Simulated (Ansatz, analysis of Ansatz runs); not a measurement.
## Reproducing a measured local vibrational mode: Al-H pair in alpha-quartz

Aim: the local vibrational mode of the Al-H pair in alpha-quartz, to be set beside the measurement. Set-up: PBE, 72-site cell, measured lattice, 420 eV, k: the single point 1/4 1/4 1/4. The model is a cell of 72 host atoms with Al put on another atom's site and H put in between. The frequencies come from force constants among the defect atom and its neighbours, with the masses of the isotopes named. The measured lattice removes the functional's error in the volume.

**The experiment.** O-H stretch, 1H: 3378 cm⁻¹ at 300 K, by diffuse reflectance FTIR (“Structural evolution of water and hydroxyl groups during thermal, mechanical and chemical treatment of high purity natural quartz”, 2020, pmc:9055915). O-H stretch, 1H: 3313 cm⁻¹ at 300 K, by diffuse reflectance FTIR (“Structural evolution of water and hydroxyl groups during thermal, mechanical and chemical treatment of high purity natural quartz”, 2020, pmc:9055915). The runs below try to reproduce this.

Method: plane-wave PAW DFT, PBE; relaxation of all atoms of a defect supercell, in Ansatz 0.2.0.

### 1. Set-up

The cell holds 73 atoms: 23 Si, 48 O, 1 Al and 1 H. Cell: a = 9.833 Å, b = 9.833 Å, c = 10.817 Å, α = 90.0°, β = 90.0°, γ = 120.0°. It derives from SiO2 (space group P3_221). Nearest the centre at fractional (0.218, 0.159, 0.413): O4 at 0.32 Å, H73 at 1.30 Å, Al12 at 1.31 Å, Si1 at 1.86 Å, O16 at 2.39 Å, O15 at 2.41 Å, O9 at 2.42 Å, O27 at 2.71 Å.

The host's primitive cell comes from a first run (plane-wave PAW DFT, PBE; relaxation of the host's atoms at the measured cell): vectors of 4.916, 4.916 and 5.408 Å. That is 12.58 Å³ an atom. The supercell is built on it.

### 2. Relaxation, charge 0

Every later number rests on the structure around the defect, so the atoms are relaxed at the host's lattice first.

File relax/input.yaml:

```yaml
relax:
  f_tol: 0.01
  max_steps: 80
  random_displacement: { amplitude: 0.02, seed: 350 }
crystal:
  lattice:
    - [9.83272005, 0.0, 0.0]
    - [-4.91636003, 8.51538535, 0.0]
    - [0.0, 0.0, 10.8168]
  atoms:
    - { symbol: Si, position: [0.232950672, 0.0, 0.333333333] }
    - { symbol: Si, position: [0.0, 0.232950672, 0.166666667] }
    - { symbol: Si, position: [0.267049328, 0.267049328, 0.0] }
    - { symbol: O, position: [0.205096327, 0.137117183, 0.3897003] }
    - { symbol: O, position: [0.362882817, 0.067979144, 0.223033633] }
    - { symbol: O, position: [0.432020856, 0.294903673, 0.056366967] }
    - { symbol: O, position: [0.137117183, 0.205096327, 0.1102997] }
    - { symbol: O, position: [0.067979144, 0.362882817, 0.276966367] }
    - { symbol: O, position: [0.294903673, 0.432020856, 0.443633033] }
    - { symbol: Si, position: [0.232950672, 0.0, 0.833333333] }
    - { symbol: Si, position: [0.0, 0.232950672, 0.666666667] }
    - { symbol: Al, position: [0.267049328, 0.267049328, 0.5] }
    - { symbol: O, position: [0.205096327, 0.137117183, 0.8897003] }
    - { symbol: O, position: [0.362882817, 0.067979144, 0.723033633] }
    - { symbol: O, position: [0.432020856, 0.294903673, 0.556366967] }
    - { symbol: O, position: [0.137117183, 0.205096327, 0.6102997] }
    - { symbol: O, position: [0.067979144, 0.362882817, 0.776966367] }
    - { symbol: O, position: [0.294903673, 0.432020856, 0.943633033] }
    - { symbol: Si, position: [0.232950672, 0.5, 0.333333333] }
    - { symbol: Si, position: [0.0, 0.732950672, 0.166666667] }
    - { symbol: Si, position: [0.267049328, 0.767049328, 0.0] }
    - { symbol: O, position: [0.205096327, 0.637117183, 0.3897003] }
    - { symbol: O, position: [0.362882817, 0.567979144, 0.223033633] }
    - { symbol: O, position: [0.432020856, 0.794903673, 0.056366967] }
    - { symbol: O, position: [0.137117183, 0.705096327, 0.1102997] }
    - { symbol: O, position: [0.067979144, 0.862882817, 0.276966367] }
    - { symbol: O, position: [0.294903673, 0.932020856, 0.443633033] }
    - { symbol: Si, position: [0.232950672, 0.5, 0.833333333] }
    - { symbol: Si, position: [0.0, 0.732950672, 0.666666667] }
    - { symbol: Si, position: [0.267049328, 0.767049328, 0.5] }
    - { symbol: O, position: [0.205096327, 0.637117183, 0.8897003] }
    - { symbol: O, position: [0.362882817, 0.567979144, 0.723033633] }
    - { symbol: O, position: [0.432020856, 0.794903673, 0.556366967] }
    - { symbol: O, position: [0.137117183, 0.705096327, 0.6102997] }
    - { symbol: O, position: [0.067979144, 0.862882817, 0.776966367] }
    - { symbol: O, position: [0.294903673, 0.932020856, 0.943633033] }
    - { symbol: Si, position: [0.732950672, 0.0, 0.333333333] }
    - { symbol: Si, position: [0.5, 0.232950672, 0.166666667] }
    - { symbol: Si, position: [0.767049328, 0.267049328, 0.0] }
    - { symbol: O, position: [0.705096327, 0.137117183, 0.3897003] }
    - { symbol: O, position: [0.862882817, 0.067979144, 0.223033633] }
    - { symbol: O, position: [0.932020856, 0.294903673, 0.056366967] }
    - { symbol: O, position: [0.637117183, 0.205096327, 0.1102997] }
    - { symbol: O, position: [0.567979144, 0.362882817, 0.276966367] }
    - { symbol: O, position: [0.794903673, 0.432020856, 0.443633033] }
    - { symbol: Si, position: [0.732950672, 0.0, 0.833333333] }
    - { symbol: Si, position: [0.5, 0.232950672, 0.666666667] }
    - { symbol: Si, position: [0.767049328, 0.267049328, 0.5] }
    - { symbol: O, position: [0.705096327, 0.137117183, 0.8897003] }
    - { symbol: O, position: [0.862882817, 0.067979144, 0.723033633] }
    - { symbol: O, position: [0.932020856, 0.294903673, 0.556366967] }
    - { symbol: O, position: [0.637117183, 0.205096327, 0.6102997] }
    - { symbol: O, position: [0.567979144, 0.362882817, 0.776966367] }
    - { symbol: O, position: [0.794903673, 0.432020856, 0.943633033] }
    - { symbol: Si, position: [0.732950672, 0.5, 0.333333333] }
    - { symbol: Si, position: [0.5, 0.732950672, 0.166666667] }
    - { symbol: Si, position: [0.767049328, 0.767049328, 0.0] }
    - { symbol: O, position: [0.705096327, 0.637117183, 0.3897003] }
    - { symbol: O, position: [0.862882817, 0.567979144, 0.223033633] }
    - { symbol: O, position: [0.932020856, 0.794903673, 0.056366967] }
    - { symbol: O, position: [0.637117183, 0.705096327, 0.1102997] }
    - { symbol: O, position: [0.567979144, 0.862882817, 0.276966367] }
    - { symbol: O, position: [0.794903673, 0.932020856, 0.443633033] }
    - { symbol: Si, position: [0.732950672, 0.5, 0.833333333] }
    - { symbol: Si, position: [0.5, 0.732950672, 0.666666667] }
    - { symbol: Si, position: [0.767049328, 0.767049328, 0.5] }
    - { symbol: O, position: [0.705096327, 0.637117183, 0.8897003] }
    - { symbol: O, position: [0.862882817, 0.567979144, 0.723033633] }
    - { symbol: O, position: [0.932020856, 0.794903673, 0.556366967] }
    - { symbol: O, position: [0.637117183, 0.705096327, 0.6102997] }
    - { symbol: O, position: [0.567979144, 0.862882817, 0.776966367] }
    - { symbol: O, position: [0.794903673, 0.932020856, 0.943633033] }
    - { symbol: H, position: [0.170942, 0.053162, 0.326978] }
basis:
  ecutwfc: 420
  xc_grid: 2
hamiltonian:
  xc: pbe
kpoints:
  mp_grid: { grid: [1, 1, 1], shift: [0.25, 0.25, 0.25] }
scf:
  occupations: { method: fermi_dirac, width: 0.01 }
  max_iter: 120
output:
  forces: true
checkpoint:
  write: "../relax.run"
  compress: false
  write_wavefunctions: true
  write_every: 100000
```

Run with:

```console
$ ansatz run input.yaml --threads 2 --pin off --max-ram 3768MiB --backend cpu --events-out ev --progress --plain --runs-dir out
```

Numbers of over 12 decimals in the logs are rounded to 6 here.

Output:

```text
[... repeated set-up lines and file paths are left out, and long positions are rounded to six places ...]
Engine: ansatz 0.2.0, aarch64-unknown-linux-gnu
Pseudopotentials: kind: paw
Pseudopotential: Si, paw, valence charge 4, recommended cutoff 420 eV (normal), Si.paw.azcp
Pseudopotential: O, paw, valence charge 6, recommended cutoff 420 eV (normal), O.paw.azcp
Pseudopotential: Al, paw, valence charge 3, recommended cutoff 420 eV (normal), Al.paw.azcp
Pseudopotential: H, paw, valence charge 1, recommended cutoff 420 eV (normal), H.paw.azcp
Functional definition: PBE
  parameter kappa = 0.804
  parameter beta = 0.066725
  exchange = pbe_x(kappa = kappa, mu = beta*pi^2/3)
  correlation = pbe_c(beta = beta)
Crystal: 73 atoms, lattice volume = 905.684 Å³
Basis set: ecut = 420 eV, 17821 PW (Γ), exchange–correlation on 144×144×150 points (8 copies of the dense FFT grid, shifted against one another)
Bands: 265, of which v1, the nominal top of the filled ones, is band 192 counted from 1 (191 counted from 0)
Symmetry: 1 space group operations
k-points: 1
Non-local potential: Si, projectors of the file, l = 0: 2, l = 1: 2, l = 2: 2
Non-local potential: O, projectors of the file, l = 0: 2, l = 1: 2, l = 2: 1
Non-local potential: Al, projectors of the file, l = 0: 2, l = 1: 2, l = 2: 1
Non-local potential: H, projectors of the file, l = 0: 2, l = 1: 1
PAW form: soft (Blöchl's): semilocal exchange-correlation on the pseudo side does not see the compensation charge
PAW one-centre angular grid: Si, 110 points (default); XC on 64 Gauss nodes
PAW one-centre angular grid: O, 110 points (default); XC on 64 Gauss nodes
PAW one-centre angular grid: Al, 110 points (default); XC on 64 Gauss nodes
PAW one-centre angular grid: H, 110 points (default); XC on 64 Gauss nodes
Initial density: superposition of atomic densities (neutral atoms: chi_scale 0, normalization atom), corrected by the library's trained network
Initial wavefunctions: pseudopotential atomic-orbital guess
Functional: x = pbe(κ = 0.804, μ = 0.219515), c = pbe(β = 0.066725)
SCF iter   1: F=—  HF=-42483.564818 eV  |F-HF|=—  |Δ(HF+E_count)|=         —  Δρ=7.65e-3  dr2=6.63e-1  ethr=1.77e-3  ⟨swp⟩=6.0  Hψ=1191  notcnv=0  defer=29
preconditioner: auto → Resta (q_TF=auto, 2.365 Å⁻¹)  ε∞=3.1  [insulator: Δε(μ)=4.530 eV  Ē_g=16.774 eV  σ=0.010 eV  W_gap=1.00  n_scr=212 (ndim 8)  ℏωp=24.2 eV  f_vac=0.104  D(μ)=0.00/eV (n_scr^D=0)  ε∞_Penn≈3.1]
SCF iter   2: F=—  HF=-42483.382641 eV  |F-HF|=—  |Δ(HF+E_count)|=   1.82e-1  Δρ=3.48e-3  dr2=1.19e-1  ethr=1.73e-4  ⟨swp⟩=3.0  Hψ=507  notcnv=0  defer=68
SCF iter   3: F=—  HF=-42483.343693 eV  |F-HF|=—  |Δ(HF+E_count)|=   3.89e-2  Δρ=1.28e-3  dr2=2.14e-2  ethr=3.10e-5  ⟨swp⟩=3.0  Hψ=399  notcnv=0  defer=68
SCF iter   4: F=—  HF=-42483.337144 eV  |F-HF|=—  |Δ(HF+E_count)|=   6.55e-3  Δρ=4.86e-4  dr2=2.51e-3  ethr=5.57e-6  ⟨swp⟩=3.0  Hψ=507  notcnv=0  defer=68
SCF iter   5: F=—  HF=-42483.336643 eV  |F-HF|=—  |Δ(HF+E_count)|=   5.01e-4  Δρ=2.68e-4  dr2=4.99e-4  ethr=6.54e-7  ⟨swp⟩=2.0  Hψ=394  notcnv=0  defer=68
SCF iter   6: F=—  HF=-42483.335311 eV  |F-HF|=—  |Δ(HF+E_count)|=   1.33e-3  Δρ=7.19e-5  dr2=3.84e-5  ethr=1.30e-7  ⟨swp⟩=2.0  Hψ=390  notcnv=0  defer=68
SCF iter   7: F=—  HF=-42483.335321 eV  |F-HF|=—  |Δ(HF+E_count)|=   1.08e-5  Δρ=2.06e-5  dr2=3.49e-6  ethr=9.99e-9  ⟨swp⟩=2.0  Hψ=366  notcnv=0  defer=68
SCF iter   8: F=-42483.335323 eV  HF=-42483.335323 eV  |F-HF|=1.79e-7  |Δ(HF+E_count)|=   1.63e-6  Δρ=1.03e-5  dr2=7.47e-7  ethr=6.51e-10  ⟨swp⟩=4.0  Hψ=789  notcnv=0
SCF 1 converged in 8 iterations: F = -42483.335323 eV  dr2 = 7.47e-7
  greatest PAW one-centre occupation: 0.876 electrons in one spin orbital (limit 2), on the O atom at site 3 (counted from 0), in its partial waves of l = 0
relax step   1: F+E_penalty+E_count = -42483.33532291 eV  Δ(F+E_penalty+E_count) = +0.000e0 eV  max|allowed force component| = 3.104e1 eV/Å  Δτ_max = 0.0000 Å  (8 SCF iters, dr2 threshold 2.50e-6 eV, accepted)
[... the SCF cycles and remarks between the steps are left out from here to the last step ...]
relax step   2: F+E_penalty+E_count = -42488.92275759 eV  Δ(F+E_penalty+E_count) = -5.587e0 eV  max|allowed force component| = 1.486e1 eV/Å  Δτ_max = 0.1556 Å  (6 SCF iters, dr2 threshold 1.00e-4 eV, accepted)
relax step   3: F+E_penalty+E_count = -42492.24609565 eV  Δ(F+E_penalty+E_count) = -3.323e0 eV  max|allowed force component| = 7.144e0 eV/Å  Δτ_max = 0.1984 Å  (6 SCF iters, dr2 threshold 1.00e-4 eV, accepted)
relax step   4: F+E_penalty+E_count = -42493.63083674 eV  Δ(F+E_penalty+E_count) = -1.385e0 eV  max|allowed force component| = 2.920e0 eV/Å  Δτ_max = 0.1948 Å  (5 SCF iters, dr2 threshold 1.00e-4 eV, accepted)
relax step   5: F+E_penalty+E_count = -42494.19455546 eV  Δ(F+E_penalty+E_count) = -5.637e-1 eV  max|allowed force component| = 1.712e0 eV/Å  Δτ_max = 0.1985 Å  (5 SCF iters, dr2 threshold 1.00e-4 eV, accepted)
relax step   6: F+E_penalty+E_count = -42494.50404094 eV  Δ(F+E_penalty+E_count) = -3.095e-1 eV  max|allowed force component| = 1.180e0 eV/Å  Δτ_max = 0.2000 Å  (6 SCF iters, dr2 threshold 1.00e-4 eV, accepted)
relax step   7: F+E_penalty+E_count = -42494.71493845 eV  Δ(F+E_penalty+E_count) = -2.109e-1 eV  max|allowed force component| = 6.812e-1 eV/Å  Δτ_max = 0.2000 Å  (5 SCF iters, dr2 threshold 1.00e-4 eV, accepted)
relax step   8: F+E_penalty+E_count = -42494.77818967 eV  Δ(F+E_penalty+E_count) = -6.325e-2 eV  max|allowed force component| = 6.187e-1 eV/Å  Δτ_max = 0.1553 Å  (5 SCF iters, dr2 threshold 1.00e-4 eV, accepted)
relax step   9: F+E_penalty+E_count = -42494.81573588 eV  Δ(F+E_penalty+E_count) = -3.755e-2 eV  max|allowed force component| = 5.556e-1 eV/Å  Δτ_max = 0.2000 Å  (5 SCF iters, dr2 threshold 1.00e-4 eV, accepted)
relax step  10: F+E_penalty+E_count = -42494.83480577 eV  Δ(F+E_penalty+E_count) = -1.907e-2 eV  max|allowed force component| = 4.669e-1 eV/Å  Δτ_max = 0.2000 Å  (5 SCF iters, dr2 threshold 1.00e-4 eV, accepted)
relax step  11: F+E_penalty+E_count = -42494.85466092 eV  Δ(F+E_penalty+E_count) = -1.986e-2 eV  max|allowed force component| = 4.245e-1 eV/Å  Δτ_max = 0.2000 Å  (5 SCF iters, dr2 threshold 1.00e-4 eV, accepted)
relax step  12: F+E_penalty+E_count = -42494.86921988 eV  Δ(F+E_penalty+E_count) = -1.456e-2 eV  max|allowed force component| = 1.818e-1 eV/Å  Δτ_max = 0.2000 Å  (5 SCF iters, dr2 threshold 1.00e-4 eV, accepted)
relax step  13: F+E_penalty+E_count = -42494.87614700 eV  Δ(F+E_penalty+E_count) = -6.927e-3 eV  max|allowed force component| = 9.753e-2 eV/Å  Δτ_max = 0.0306 Å  (5 SCF iters, dr2 threshold 6.06e-6 eV, accepted)
relax step  14: F+E_penalty+E_count = -42494.87627721 eV  Δ(F+E_penalty+E_count) = -1.302e-4 eV  max|allowed force component| = 2.651e-1 eV/Å  Δτ_max = 0.0583 Å  (6 SCF iters, dr2 threshold 1.74e-6 eV, accepted)
relax step  15: F+E_penalty+E_count = -42494.87915606 eV  Δ(F+E_penalty+E_count) = -2.879e-3 eV  max|allowed force component| = 3.529e-2 eV/Å  Δτ_max = 0.0411 Å  (4 SCF iters, dr2 threshold 2.02e-5 eV, accepted)
relax step  16: F+E_penalty+E_count = -42494.87932710 eV  Δ(F+E_penalty+E_count) = -1.710e-4 eV  max|allowed force component| = 5.203e-2 eV/Å  Δτ_max = 0.0102 Å  (6 SCF iters, accepted)
relax step  17: F+E_penalty+E_count = -42494.87945431 eV  Δ(F+E_penalty+E_count) = -1.272e-4 eV  max|allowed force component| = 7.954e-3 eV/Å  Δτ_max = 0.0035 Å  (5 SCF iters, dr2 threshold 1.69e-7 eV, accepted)
iter 1 solved again at ethr=2.09e-11 eV; its pass at ethr=3.10e-3 eV (dr2=8.01e-8 eV) is discarded
SCF iter   1: F=—  HF=-42494.879339 eV  |F-HF|=—  |Δ(HF+E_count)|=         —  Δρ=3.63e-6  dr2=8.11e-8  ethr=2.09e-11  ⟨swp⟩=1.0  Hψ=736  notcnv=0  defer=69
SCF iter   2: F=—  HF=-42494.879454 eV  |F-HF|=—  |Δ(HF+E_count)|=   1.16e-4  Δρ=1.52e-6  dr2=1.85e-8  ethr=2.09e-11  ⟨swp⟩=5.0  Hψ=846  notcnv=0
SCF iter   3: F=-42494.879454 eV  HF=-42494.879454 eV  |F-HF|=3.43e-9  |Δ(HF+E_count)|=   5.41e-9  Δρ=7.73e-7  dr2=5.95e-9  ethr=4.82e-12  ⟨swp⟩=2.0  Hψ=658  notcnv=0
SCF 18 converged in 3 iterations: F = -42494.879454 eV  dr2 = 5.95e-9
relax step  18: F+E_penalty+E_count = -42494.87945433 eV  Δ(F+E_penalty+E_count) = -2.827e-8 eV  max|allowed force component| = 7.960e-3 eV/Å  Δτ_max = 0.0000 Å  (3 SCF iters, accepted)
NSCF: frozen V_eff on 1 k-points
the band table was solved once a step of the walk had ended and its energy, with any forces and stress, was formed, with the checks that follow a solve (1281 applications of the Hamiltonian). They found nothing against the state; [...]
SCF converged after 3 iterations
Free energy (F): -42494.879454 eV
Harris-Foulkes:  -42494.879454 eV  (|F-HF|=3.43e-9)
Internal energy: -42494.879454 eV  (E = F + TS)
E sigma→0 (E₀):  -42494.879454 eV
Fermi energy:    5.955639 eV
--- Per-component energies (eV) ---
  E_band       = -1595.866007
  E_kinetic    = 9641.594091
  E_local      = -23168.700980  (includes V_loc(G=0)·N_el)
  E_nonlocal   = 2868.895008
  E_hartree    = 8290.444244
  E_xc         = -4895.126607
  E_vxc        = -5683.066282  (∫ρ·V_xc dr)
  E_paw        = -19901.022272  (= ΣΔE_a)
  E_vpaw       = -1835.599271  (= ΣTr[D̂ρ^β])
  E_aug_tail   = 0.122955  (compensation charges beyond the density's cutoff)
  E_ewald      = -15331.085892
  E_smearing   = -0.000000  (= −TS)
  E_closure    = 0.000000  (closes the sum)
  Σ components = -42494.879454   (vs F -42494.879454, Δ=0.00e0)
--- Forces (eV/Å), atoms counted from 1 ---
  atom   1  Si     0.00207682    -0.00084420     0.00172442
  atom   2  Si    -0.00052219    -0.00088673     0.00032596
  [... 1 atom left out ...]
  atom   4  O     -0.00190920    -0.00646873    -0.00551503
  atom   5  O      0.00048858    -0.00180342    -0.00059950
  [... 3 atoms left out ...]
  atom   9  O      0.00019612    -0.00151169    -0.00132495
  [... 2 atoms left out ...]
  atom  12  Al     0.00174879     0.00144128     0.00363150
  [... 2 atoms left out ...]
  atom  15  O     -0.00134088     0.00080596    -0.00047457
  atom  16  O      0.00101750     0.00060537     0.00026882
  [... 9 atoms left out ...]
  atom  26  O     -0.00213385     0.00080910    -0.00043258
  atom  27  O     -0.00068316     0.00132507    -0.00148580
  [... 45 atoms left out ...]
  atom  73  H      0.00149807     0.00097174     0.00114692
  max |Σ_I F_I| component: 1.70e-5 eV/Å
--- Band table (eV) ---
  k-point 0: bands = ["-17.1658", "-16.5807", "-16.4393", "-16.4209", [... 257 left out ...] "14.3570", "14.4061", "14.4486", "14.5064"]
--- Relaxed structure (18 steps of the walk, 18 accepted, 0 SCFs on fresh bases) ---
  F+E_penalty+E_count = -42494.87945433 eV   max|allowed force component| = 7.960e-3 eV/Å
  atoms:
    - { symbol: Si, position: [0.225731, -0.011380, 0.330662] }
    - { symbol: Si, position: [0.001343, 0.238880, 0.163053] }
    [... 1 atom left out ...]
    - { symbol: O, position: [0.170253, 0.111955, 0.393000] }
    - { symbol: O, position: [0.356697, 0.076639, 0.226051] }
    [... 3 atoms left out ...]
    - { symbol: O, position: [0.303761, 0.444079, 0.436039] }
    [... 2 atoms left out ...]
    - { symbol: Al, position: [0.277235, 0.278515, 0.508631] }
    [... 2 atoms left out ...]
    - { symbol: O, position: [0.448059, 0.281460, 0.544094] }
    - { symbol: O, position: [0.140285, 0.204182, 0.625119] }
    [... 9 atoms left out ...]
    - { symbol: O, position: [0.063912, 0.851728, 0.273145] }
    - { symbol: O, position: [0.292922, 0.932158, 0.443236] }
    [... 45 atoms left out ...]
    - { symbol: H, position: [0.055572, 0.056825, 0.408395] }
```

The job ended after 5.1 min (2 threads of Arm Neoverse V2, shared host; peak memory 1.6 GiB).

[end of part 1 of 2]

[Logs are printed without paths, hosts, clocks, repeated set-up lines and the standing remarks that a program may print on its own settings, such as how far it seeks lower states.]

[Hosts, paths, dates, database ids (printed as entryN), source tags and the programs' standing remarks are cut or masked in the printed files.]

[For some hosts the program warned that the k-mesh of the response run may be too coarse for force constants and the static dielectric constant; such warnings are not shown here.]
